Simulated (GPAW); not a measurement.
## Cl/Ni(100) in an electric field

How does Cl/Ni(100) screen a perpendicular field?

Program: GPAW 26.7.0. Level of theory: GPAW, PAW setups; slab in vacuum, relaxation, in the first sound run; inputs show where later runs differ. Results are calculated unless marked as measured.

## Step 1: The structure

The cell holds 5 atoms: 4 Ni and 1 Cl. Its edges and angles: a = 2.489 Å, b = 2.489 Å, c = 21.653 Å, α = 90.0°, β = 90.0°, γ = 90.0°. Vacuum lies along c.

## Step 2: Relaxation

Forces are removed first; all later runs use this geometry. The lowest 2 atoms are held at bulk positions and keep their forces.

run.py reads:

```python
import json
import numpy as np
from ase import Atoms
from ase.constraints import FixAtoms
from ase.optimize import BFGS
from gpaw import GPAW, PW

slab = Atoms(
    ['Ni', 'Ni', 'Ni', 'Ni', 'Cl'],
    positions=[
        [1.24451, 1.24451, 7.00000],
        [0.00000, 0.00000, 8.76000],
        [1.24451, 1.24451, 10.52000],
        [0.00000, 0.00000, 12.28000],
        [0.00000, 0.00000, 14.65300]],
    cell=[[2.48902, 0.0, 0.0], [0.0, 2.48902, 0.0], [0.0, 0.0, 21.653]],
    pbc=[True, True, False],
    magmoms=[0.7, 0.7, 0.7, 0.7, 0.0])

slab.calc = GPAW(mode=PW(400), xc='PBE', kpts={'size': (13, 13, 1), 'gamma': True},
                 occupations={'name': 'fermi-dirac', 'width': 0.1}, nbands='160%',
                 convergence={'density': 1e-05}, maxiter=200,
                 poissonsolver={'dipolelayer': 'xy'},
                 symmetry={'tolerance': 1e-3, 'extra_ids': [1, 1, 0, 0, 0]}, txt='slab.txt')
result = {}
slab.set_constraint(FixAtoms([0, 1]))
path = []
opt = BFGS(slab, maxstep=0.2)
opt.attach(lambda: path.append((slab.get_potential_energy(), slab.positions.tolist(), slab.get_forces().tolist())))
result['relaxed'] = bool(opt.run(fmax=0.03, steps=40))
result['path'] = path
energy = slab.get_potential_energy()
fermi = slab.calc.get_fermi_level()
v = slab.calc.get_electrostatic_potential().mean((0, 1)) - fermi
n = slab.calc.get_pseudo_density().mean((0, 1))
L = slab.cell[2, 2]
z = np.arange(len(v)) * L / len(v)
low, high = slab.positions[:, 2].min(), slab.positions[:, 2].max()
below, above = np.interp([low - 4.8, high + 4.8], z, v)
slopes = [np.interp(x, z, np.gradient(v, z)) for x in (low - 4.8, high + 4.8)]
eps = np.array([[slab.calc.get_eigenvalues(k, s) for k in range(len(slab.calc.get_ibz_k_points()))]
                for s in range(slab.calc.get_number_of_spins())]) - fermi
top, bottom = eps[eps < 0].max(), eps[eps > 0].min()
dipole = slab.get_dipole_moment()[2]
print(f'energy {energy:.4f} eV, Fermi level {fermi:.4f} eV, dipole {dipole:.5f} e A')
print(f'potential 4.8 A off the faces, from the Fermi level: lower {below:.4f} eV, upper {above:.4f} eV')
print(f'slope of the potential there: lower {slopes[0]:.5f}, upper {slopes[1]:.5f} eV/A')
print(f'nearest levels on the mesh: {top:.4f} and {bottom:.4f} eV')
print('magnetic moment', round(slab.get_magnetic_moment(), 3))
result.update(energy=energy, fermi=fermi, dipole=dipole, below=below, above=above, slopes=slopes, edges=[top, bottom],
              z=z.tolist(), v=v.tolist(), n=n.tolist(), positions=slab.positions.tolist(),
              forces=slab.get_forces(apply_constraint=False).tolist(), moments=slab.get_magnetic_moments().tolist())
json.dump(result, open('result.json', 'w'))
```

Launch:

```
$ OMP_NUM_THREADS=1 OPENBLAS_NUM_THREADS=1 python run.py
```

What it wrote:

```text
Step          Energy          fmax
BFGS:    0      -29.023779        0.391442
BFGS:    1      -29.027874        0.375433
BFGS:    2      -29.044442        0.405139
BFGS:    3      -29.053329        0.130796
BFGS:    4      -29.054487        0.060269
BFGS:    5      -29.054631        0.063424
BFGS:    6      -29.054777        0.063528
BFGS:    7      -29.055146        0.063303
BFGS:    8      -29.055414        0.087623
BFGS:    9      -29.055720        0.096436
BFGS:   10      -29.056002        0.079487
BFGS:   11      -29.056332        0.051954
BFGS:   12      -29.056482        0.026741
energy -28.9435 eV, Fermi level 1.0815 eV, dipole 0.01107 e A
potential 4.8 A off the faces, from the Fermi level: lower 4.9448 eV, upper 4.6233 eV
slope of the potential there: lower -0.00047, upper 0.00013 eV/A
nearest levels on the mesh: -0.0113 and 0.0030 eV
magnetic moment 2.716
```

It took 63 min on 1 thread of Arm Neoverse V1, shared host; peak memory 0.32 GiB.

Step by step:

```csv
step,energy less that of the first step (eV),largest force (eV/Å)
1,0.0000,0.3914
2,-0.0043,0.3754
3,-0.0236,0.4051
4,-0.0315,0.1308
5,-0.0329,0.0603
6,-0.0331,0.0634
7,-0.0333,0.0635
8,-0.0337,0.0633
9,-0.0340,0.0876
10,-0.0343,0.0964
11,-0.0346,0.0795
12,-0.0351,0.0520
13,-0.0354,0.0267
```

The atoms that moved most (Å):

```csv
atom,dx,dy,dz,length
Cl5,0.000,0.000,-0.115,0.115
Ni3,0.000,0.000,0.025,0.025
Ni4,0.000,0.000,0.015,0.015
```

Final coordinates:

```xyz
5
Lattice="2.4890 0.0000 0.0000 0.0000 2.4890 0.0000 0.0000 0.0000 21.6530" Properties=species:S:1:pos:R:3
Ni    1.2445    1.2445    7.0000
Ni    0.0000    0.0000    8.7600
Ni    1.2445    1.2445   10.5448
Ni    0.0000    0.0000   12.2949
Cl    0.0000    0.0000   14.5383
```

This step gave:

```
dipole along the normal                    : 0.01107 e·Å
levels nearest the Fermi level on the mesh : -0.01126, 0.003015 eV from the Fermi level
upper work function                        : 4.623 eV
lower work function                        : 4.945 eV
site moments                               : 0.7734, 0.6932, 0.6564, 0.7177, 0.01988 μB
sum of the site moments                    : 2.861 μB
```

The electrostatic potential energy of an electron (without an applied field's), less the Fermi level, planar mean oscillates, so the rows of the table below give means over windows of 1.73 Å about each position, cut where the curve ends. Its maxima inside the range that stand out by 2 % of the span (Å: eV): 7.9: -2.12, 9.6: -1.99, 11.4: -2.34, 13.4: 1.29. Its minima: 7.0: -15.7, 8.8: -15.9, 10.5: -15.8, 12.3: -15.7, 14.5: -28.6.

The electrostatic potential energy of an electron (without an applied field's), less the Fermi level, planar mean by z; means over each step:

```csv
z (Å),"electrostatic potential energy of an electron (without an applied field's), less the Fermi level, planar mean (eV)"
0.86,4.93
2.59,4.94
4.32,4.86
6.05,-1.41
7.78,-8.31
9.51,-8.19
11.24,-8.48
12.97,-5.53
14.70,-12.3
16.43,4.28
18.16,4.62
19.89,4.62
```

The pseudo valence density, planar mean oscillates, so the rows of the table below give means over windows of 1.84 Å about each position, cut where the curve ends. Its maxima inside the range that stand out by 2 % of the span (Å: e/Å³): 6.9: 3.23, 8.7: 3.14, 10.6: 3.25, 12.3: 3.30, 14.3: 0.725. Its minima: 7.8: 0.386, 9.7: 0.371, 11.5: 0.381, 13.4: 0.199.

Table of pseudo valence density, planar mean by z; means over each step:

```csv
z (Å),"pseudo valence density, planar mean (e/Å³)"
2.76,6.3e-5
4.60,0.00737
6.44,1.19
8.28,1.45
10.12,1.45
11.96,1.42
13.80,0.467
15.64,0.239
17.48,7.3e-4
19.32,0
```

Site moment by atom:

```csv
atom,site moment (μB)
Ni1,0.773
Ni2,0.693
Ni3,0.656
Ni4,0.718
Cl5,0.020
```

The relaxation lowered the energy of the cell by 0.0354 eV (energies extrapolated to zero smearing; the optimiser's log prints free energies). The largest force left on a free atom is 0.027 eV/Å.

## Step 3: The slab's potential

With the geometry fixed, the planar mean of the potential gives the vacuum level on each side.

This step: GPAW, PAW setups; slab in vacuum (GPAW 26.7.0).

Changes to run.py since step 2:

```diff
@@ -3,4 +3,2 @@
 from ase import Atoms
-from ase.constraints import FixAtoms
-from ase.optimize import BFGS
 from gpaw import GPAW, PW
@@ -12,5 +10,5 @@
         [0.00000, 0.00000, 8.76000],
-        [1.24451, 1.24451, 10.52000],
-        [0.00000, 0.00000, 12.28000],
-        [0.00000, 0.00000, 14.65300]],
+        [1.24451, 1.24451, 10.54480],
+        [0.00000, -0.00000, 12.29485],
+        [0.00000, 0.00000, 14.53831]],
     cell=[[2.48902, 0.0, 0.0], [0.0, 2.48902, 0.0], [0.0, 0.0, 21.653]],
@@ -23,10 +21,4 @@
                  poissonsolver={'dipolelayer': 'xy'},
-                 symmetry={'tolerance': 1e-3, 'extra_ids': [1, 1, 0, 0, 0]}, txt='slab.txt')
+                 symmetry={'tolerance': 1e-3}, txt='slab.txt')
 result = {}
-slab.set_constraint(FixAtoms([0, 1]))
-path = []
-opt = BFGS(slab, maxstep=0.2)
-opt.attach(lambda: path.append((slab.get_potential_energy(), slab.positions.tolist(), slab.get_forces().tolist())))
-result['relaxed'] = bool(opt.run(fmax=0.03, steps=40))
-result['path'] = path
 energy = slab.get_potential_energy()
```

What it wrote:

```text
energy -28.9435 eV, Fermi level 1.0815 eV, dipole 0.01104 e A
potential 4.8 A off the faces, from the Fermi level: lower 4.9449 eV, upper 4.6232 eV
slope of the potential there: lower -0.00046, upper 0.00011 eV/A
nearest levels on the mesh: -0.0113 and 0.0030 eV
magnetic moment 2.716
```

Wall time 7.1 min (1 thread); peak memory 0.31 GiB.

This step gave:

```yaml
dipole_along_the_normal: 0.01104 e·Å
levels_nearest_the_fermi_level_on_the_mesh: -0.01127, 0.003005 eV from the Fermi level
site_moments: 0.7734, 0.6932, 0.6563, 0.7177, 0.01988 μB
sum_of_the_site_moments: 2.860 μB
```

Table of electrostatic potential energy of an electron (without an applied field's), less the Fermi level, planar mean by z:

```csv
z (Å),"electrostatic potential energy of an electron (without an applied field's), less the Fermi level, planar mean (eV)"
0.0,4.78
0.5,4.94
1.0,4.94
1.5,4.94
2.0,4.94
2.5,4.94
3.0,4.94
3.5,4.94
4.0,4.93
4.5,4.88
5.0,4.71
5.5,4.08
6.0,1.81
6.5,-6.00
7.0,-15.6
7.5,-6.48
8.0,-2.62
8.5,-12.4
9.0,-12.9
9.5,-2.76
10.0,-5.67
10.5,-15.8
11.0,-7.67
11.5,-2.51
12.0,-11.5
12.5,-13.5
13.0,-2.20
13.5,1.19
14.0,-6.81
14.5,-28.4
15.0,-9.45
15.5,2.04
16.0,4.17
16.5,4.54
17.0,4.61
17.5,4.62
18.0,4.62
18.5,4.62
19.0,4.62
19.5,4.62
20.0,4.62
20.5,4.62
21.0,4.62
21.5,4.71
```

The pseudo valence density, planar mean oscillates, so the rows of the table below give means over windows of 1.84 Å about each position, cut where the curve ends. Its maxima inside the range that stand out by 2 % of the span (Å: e/Å³): 6.9: 3.23, 8.7: 3.14, 10.6: 3.25, 12.3: 3.30, 14.3: 0.725. Its minima: 7.8: 0.386, 9.7: 0.371, 11.5: 0.381, 13.4: 0.199.

Pseudo valence density, planar mean against z; means over each step:

```csv
z (Å),"pseudo valence density, planar mean (e/Å³)"
2.76,6.3e-5
4.60,0.00737
6.44,1.19
8.28,1.45
10.12,1.45
11.96,1.42
13.80,0.467
15.64,0.239
17.48,7.3e-4
19.32,0
```

Force by atom:

```csv
atom,x (eV/Å),y (eV/Å),z (eV/Å),size
Ni1,0.000,0.000,0.273,0.273
Ni2,0.000,0.000,-0.276,0.276
Ni3,0.000,0.000,-0.008,0.008
Ni4,0.000,0.000,0.027,0.027
Cl5,0.000,0.000,-0.017,0.017
```

The potential is flat to 4.6e-4 eV/Å where it is read, so the vacuum is wide enough.

## Step 4: In a field

A uniform field along the normal polarises the slab; the atoms stay fixed, so this is the electronic response alone.

Changes to run.py since step 3:

```diff
@@ -4,2 +4,3 @@
 from gpaw import GPAW, PW
+from gpaw.external import ConstantElectricField
 
@@ -21,2 +22,3 @@
                  poissonsolver={'dipolelayer': 'xy'},
+                 external=ConstantElectricField(-0.2, [0, 0, 1]),
                  symmetry={'tolerance': 1e-3}, txt='slab.txt')
```

What it wrote:

```text
energy -28.9481 eV, Fermi level 1.1201 eV, dipole -0.05804 e A
potential 4.8 A off the faces, from the Fermi level: lower 3.8660 eV, upper 5.5614 eV
slope of the potential there: lower -0.00031, upper 0.00013 eV/A
nearest levels on the mesh: -0.0106 and 0.0008 eV
magnetic moment 2.719
```

The job ended after 36 min (1 thread; peak memory 0.66 GiB).

Numbers from this step:

* dipole along the normal: -0.05804 e·Å
* levels nearest the Fermi level on the mesh: -0.01060, 8.44e-4 eV from the Fermi level
* site moments: 0.7757, 0.6938, 0.6565, 0.7173, 0.01950 μB
* sum of the site moments: 2.863 μB
* potential below the slab, the applied field's own ramp left out: 3.866 eV from the Fermi level
* potential above the slab, the applied field's own ramp left out: 5.561 eV from the Fermi level

The electrostatic potential energy of an electron (without an applied field's), less the Fermi level, planar mean by z:

```csv
z (Å),"electrostatic potential energy of an electron (without an applied field's), less the Fermi level, planar mean (eV)"
0.0,4.71
0.5,3.87
1.0,3.87
1.5,3.87
2.0,3.87
2.5,3.87
3.0,3.87
3.5,3.86
4.0,3.85
4.5,3.81
5.0,3.65
5.5,3.05
6.0,0.843
6.5,-6.87
7.0,-16.4
7.5,-7.14
8.0,-3.18
8.5,-12.9
9.0,-13.2
9.5,-3.02
10.0,-5.84
10.5,-15.9
11.0,-7.64
11.5,-2.37
12.0,-11.3
12.5,-13.1
13.0,-1.77
13.5,1.72
14.0,-6.18
14.5,-27.7
15.0,-8.63
15.5,2.92
16.0,5.09
16.5,5.47
17.0,5.54
17.5,5.56
18.0,5.56
18.5,5.56
19.0,5.56
19.5,5.56
20.0,5.56
20.5,5.56
21.0,5.56
21.5,5.09
```

Force by atom:

```csv
atom,x (eV/Å),y (eV/Å),z (eV/Å),size
Ni1,0.000,0.000,0.273,0.273
Ni2,0.000,0.000,-0.277,0.277
Ni3,0.000,0.000,-0.007,0.007
Ni4,0.000,0.000,0.018,0.018
Cl5,0.000,0.000,-0.008,0.008
```

The dipole is now -0.0580 e Å, against 0.011 in the run without a field.

## Step 5: In a field

Changes to run.py since step 4:

```diff
@@ -22,3 +22,3 @@
                  poissonsolver={'dipolelayer': 'xy'},
-                 external=ConstantElectricField(-0.2, [0, 0, 1]),
+                 external=ConstantElectricField(-0.1, [0, 0, 1]),
                  symmetry={'tolerance': 1e-3}, txt='slab.txt')
```

What it wrote:

```text
energy -28.9441 eV, Fermi level 1.1012 eV, dipole -0.02352 e A
potential 4.8 A off the faces, from the Fermi level: lower 4.4047 eV, upper 5.0916 eV
slope of the potential there: lower -0.00038, upper 0.00012 eV/A
nearest levels on the mesh: -0.0109 and 0.0018 eV
magnetic moment 2.718
```

The job ended after 37 min (1 thread; peak memory 0.66 GiB).

This step gave:

| Quantity | Value |
| --- | --- |
| dipole along the normal | -0.02352 e·Å |
| levels nearest the Fermi level on the mesh | -0.01090, 0.001767 eV from the Fermi level |
| site moments | 0.7744, 0.6935, 0.6565, 0.7175, 0.01969 μB |
| sum of the site moments | 2.862 μB |
| potential below the slab, the applied field's own ramp left out | 4.405 eV from the Fermi level |
| potential above the slab, the applied field's own ramp left out | 5.092 eV from the Fermi level |

The electrostatic potential energy of an electron (without an applied field's), less the Fermi level, planar mean oscillates, so the rows of the table below give means over windows of 1.84 Å about each position, cut where the curve ends. Its maxima inside the range that stand out by 2 % of the span (Å: eV): 7.9: -2.41, 9.6: -2.11, 11.5: -2.28, 13.4: 1.55. Its minima: 7.0: -16.1, 8.8: -16.1, 10.5: -15.8, 12.3: -15.5, 14.5: -28.3.

Electrostatic potential energy of an electron (without an applied field's), less the Fermi level, planar mean against z; means over each step:

z (Å), electrostatic potential energy of an electron (without an applied field's), less the Fermi level, planar mean (eV) and a bar from the least value:
```
     0.92        4.4 #############################
     2.76        4.4 #############################
     4.60        4.2 ############################
     6.44       -5.9 ######
     8.28       -8.7 
    10.12       -8.4 #
    11.96       -8.2 #
    13.80       -8.4 #
    15.64       -0.4 ##################
    17.48        5.1 ##############################
    19.32        5.1 ##############################
    21.16        5.1 ##############################
```

Force by atom:

```csv
atom,x (eV/Å),y (eV/Å),z (eV/Å),size
Ni1,0.000,0.000,0.273,0.273
Ni2,0.000,0.000,-0.277,0.277
Ni3,0.000,0.000,-0.008,0.008
Ni4,0.000,0.000,0.023,0.023
Cl5,0.000,0.000,-0.013,0.013
```

The dipole is now -0.0235 e Å, against 0.011 in the run without a field.

## Step 6: Field on

Changes to run.py since step 5:

```diff
@@ -22,3 +22,3 @@
                  poissonsolver={'dipolelayer': 'xy'},
-                 external=ConstantElectricField(-0.1, [0, 0, 1]),
+                 external=ConstantElectricField(-0.05, [0, 0, 1]),
                  symmetry={'tolerance': 1e-3}, txt='slab.txt')
```

What it wrote:

```text
energy -28.9434 eV, Fermi level 1.0914 eV, dipole -0.00621 e A
potential 4.8 A off the faces, from the Fermi level: lower 4.6752 eV, upper 4.8567 eV
slope of the potential there: lower -0.00042, upper 0.00011 eV/A
nearest levels on the mesh: -0.0111 and 0.0021 eV
magnetic moment 2.717
```

Wall time 30 min (1 thread); peak memory 0.66 GiB.

The electrostatic potential energy of an electron (without an applied field's), less the Fermi level, planar mean oscillates, so the rows of the table below give means over windows of 1.73 Å about each position, cut where the curve ends. Its maxima inside the range that stand out by 2 % of the span (Å: eV): 7.9: -2.27, 9.6: -2.05, 11.4: -2.31, 13.4: 1.42. Its minima: 7.0: -15.9, 8.8: -16.0, 10.5: -15.8, 12.3: -15.6, 14.5: -28.4.

The electrostatic potential energy of an electron (without an applied field's), less the Fermi level, planar mean by z; means over each step:

z (Å), electrostatic potential energy of an electron (without an applied field's), less the Fermi level, planar mean (eV) and a bar from the least value:
```
     0.86        4.7 ##############################
     2.59        4.7 ##############################
     4.32        4.6 ##############################
     6.05       -1.6 ##################
     7.78       -8.5 ######
     9.51       -8.3 #######
    11.24       -8.5 ######
    12.97       -5.4 ############
    14.70      -12.1 
    16.43        4.5 #############################
    18.16        4.9 ##############################
    19.89        4.9 ##############################
```

## Step 7: Field on

Changes to run.py since step 6:

```diff
@@ -22,3 +22,3 @@
                  poissonsolver={'dipolelayer': 'xy'},
-                 external=ConstantElectricField(-0.05, [0, 0, 1]),
+                 external=ConstantElectricField(0.05, [0, 0, 1]),
                  symmetry={'tolerance': 1e-3}, txt='slab.txt')
```

What it wrote:

```text
energy -28.9445 eV, Fermi level 1.0712 eV, dipole 0.02824 e A
potential 4.8 A off the faces, from the Fermi level: lower 5.2150 eV, upper 4.3902 eV
slope of the potential there: lower -0.00051, upper 0.00014 eV/A
nearest levels on the mesh: -0.0115 and 0.0040 eV
magnetic moment 2.715
```

Run time: 40 min. Hardware: 1 thread; peak memory 0.66 GiB.

## Step 8: In a field

Changes to run.py since step 7:

```diff
@@ -22,3 +22,3 @@
                  poissonsolver={'dipolelayer': 'xy'},
-                 external=ConstantElectricField(0.05, [0, 0, 1]),
+                 external=ConstantElectricField(0.1, [0, 0, 1]),
                  symmetry={'tolerance': 1e-3}, txt='slab.txt')
```

What it wrote:

```text
energy -28.9464 eV, Fermi level 1.0612 eV, dipole 0.04569 e A
potential 4.8 A off the faces, from the Fermi level: lower 5.4886 eV, upper 4.1542 eV
slope of the potential there: lower -0.00062, upper 0.00012 eV/A
nearest levels on the mesh: -0.0115 and 0.0034 eV
magnetic moment 2.715
```

Run time: 55 min. Hardware: 1 thread; peak memory 0.66 GiB.

(Continued in part 2 of 2.)

[Logs are printed without paths, hosts, clocks, repeated set-up lines and the standing remarks that a program may print on its own settings, such as how far it seeks lower states.]

[Hosts, paths, dates, database ids (printed as entryN), source tags and the programs' standing remarks are cut or masked in the printed files.]
